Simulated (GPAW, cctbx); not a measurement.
# Reading charge transfer from structure factors

Tl2Bi, I4/mmm (no. 139), a = 3.8082 Å, b = 3.8082 Å, c = 13.3351 Å, α = 90.00°, β = 90.00°, γ = 90.00°.

| atom | mult. | x | y | z |
| --- | --- | --- | --- | --- |
| Bi1 | 2 | 0 | 0 | 0 |
| Tl1 | 4 | 1/2 | 1/2 | 0.1591 |

The cell comes from substitution in a known structure type and wasn't matched to any measured phase.

Absolute values of the static structure factors of the conventional cell from DFT (PBE, GPAW) against free spherical atoms, in electrons:

```csv
hkl,d (Å),free atoms,crystal
002,6.668,30.22,30.28
101,3.662,9.12,9.00
004,3.334,42.46,42.41
103,2.892,426.02,425.81
110,2.693,422.63,422.41
112,2.497,26.11,26.00
006,2.223,392.51,392.17
105,2.185,61.05,60.90
114,2.095,38.03,38.00
200,1.904,385.57,385.52
```

**Question.** Which way does charge move, and which reflections show it best?

Project each element's phase sum on the total phase. At low angle |F| should rise if density moves to atoms that scatter in phase and fall if it moves to atoms that scatter against it.

| hkl | Bi in phase | Tl in phase | change (e) | (%) |
| --- | --- | --- | --- | --- |
| 002 | +2.0 | -1.7 | +0.06 | +0.2 |
| 101 | -2.0 | +2.2 | -0.12 | -1.3 |
| 004 | -2.0 | +2.6 | -0.04 | -0.1 |
| 103 | +2.0 | +4.0 | -0.21 | 0.0 |
| 110 | +2.0 | +4.0 | -0.22 | -0.1 |
| 112 | +2.0 | -1.7 | -0.11 | -0.4 |
| 006 | +2.0 | +3.8 | -0.34 | -0.1 |
| 105 | +2.0 | -1.1 | -0.15 | -0.3 |

Low-angle reflections that set elements apart and change by more than 0.05 e: 002, 101, 112 and 105. The real-space density gives Voronoi charges Bi -0.07, Tl +0.03 e. The signs that these charges predict hold for 002 and 101 and fail for 112 and 105, so the simple rule can't give the direction here. The reflections see the density near the nuclei and the atoms' change of size and shape; Voronoi cells count what crosses the midplanes.

[Outputs are excerpts: Python notices, other lines and further rows are left out; steps that failed or that the build refused (PBEsol, TPSS) are not shown.]

[Logs are printed without paths, hosts, clocks, repeated set-up lines and the standing remarks that a program may print on its own settings, such as how far it seeks lower states.]
